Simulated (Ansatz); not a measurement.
In doubt: one-shot GW on d or f shells is unsure, so the values of those runs are not to be relied on.

CsCu2I3 (Cmcm), computed twice by G0W0.

```cif
data_structure
_symmetry_space_group_name_H-M 'P 1'
_symmetry_Int_Tables_number 1
_cell_length_a 8.4376
_cell_length_b 8.4376
_cell_length_c 6.0972
_cell_angle_alpha 90.000
_cell_angle_beta 90.000
_cell_angle_gamma 102.628
_cell_volume 423.58
loop_
_atom_site_label
_atom_site_type_symbol
_atom_site_fract_x
_atom_site_fract_y
_atom_site_fract_z
_atom_site_occupancy
Cs1 Cs 0.32942 0.67058 0.25000 1
Cs2 Cs 0.67058 0.32942 0.75000 1
Cu3 Cu 0.87599 0.87599 0.00000 1
Cu4 Cu 0.12401 0.12401 0.50000 1
Cu5 Cu 0.12401 0.12401 0.00000 1
Cu6 Cu 0.87599 0.87599 0.50000 1
I7 I 0.87460 0.12540 0.25000 1
I8 I 0.12540 0.87460 0.75000 1
I9 I 0.84649 0.62129 0.25000 1
I10 I 0.15351 0.37871 0.75000 1
I11 I 0.62129 0.84649 0.75000 1
I12 I 0.37871 0.15351 0.25000 1
```

Geometry: measured cell, ions relaxed with LDA. The runs that relaxed it are not among those shown. Spin-orbit coupling is left out unless a run names it.

The first (Ansatz 0.2.0; start LDA, 2×2×4 mesh, 688 empty bands, screening to 80 eV, hard PAW files; 1 × NVIDIA GB200 with 16 threads of Arm Neoverse V2, shared host) gave, on its mesh: starting gap 1.72 eV, G0W0 gap 3.12 eV, RPA ε∞ (mean) 4.46, 24 s.

The second gave: starting gap 1.72 eV, G0W0 gap 3.00 eV, RPA ε∞ (mean) 4.45, 67 s.

Q: What was changed in the input? Choose among start, files, mesh, bands and cutoff, frequency model or another key.

Changed: empty bands from 688 to 1593 and screening cutoff (eV) from 80.0 to 140.0. The starting gap stayed, which rules out the functional and points to the GW step. Other changes could give like numbers; this is the one that was made.

Limits: not at the basis limit; d shell near the gap, gap tends to lie low; no spin-orbit coupling; coarse k mesh.

[Paths, hosts, dates, memory and timing lines, banners, echoed tables and standing remarks are left out of the program output.]

[Logs are printed without paths, hosts, clocks, repeated set-up lines and the standing remarks that a program may print on its own settings, such as how far it seeks lower states.]

[Runs of the session that timed out or met a known fault of the program may be left out.]

[Cells called generated may have been cut or substituted from an entry of the Crystallography Open Database or the Materials Project.]

[Hosts, paths, dates, database ids (printed as entryN), source tags and the programs' standing remarks are cut or masked in the printed files.]
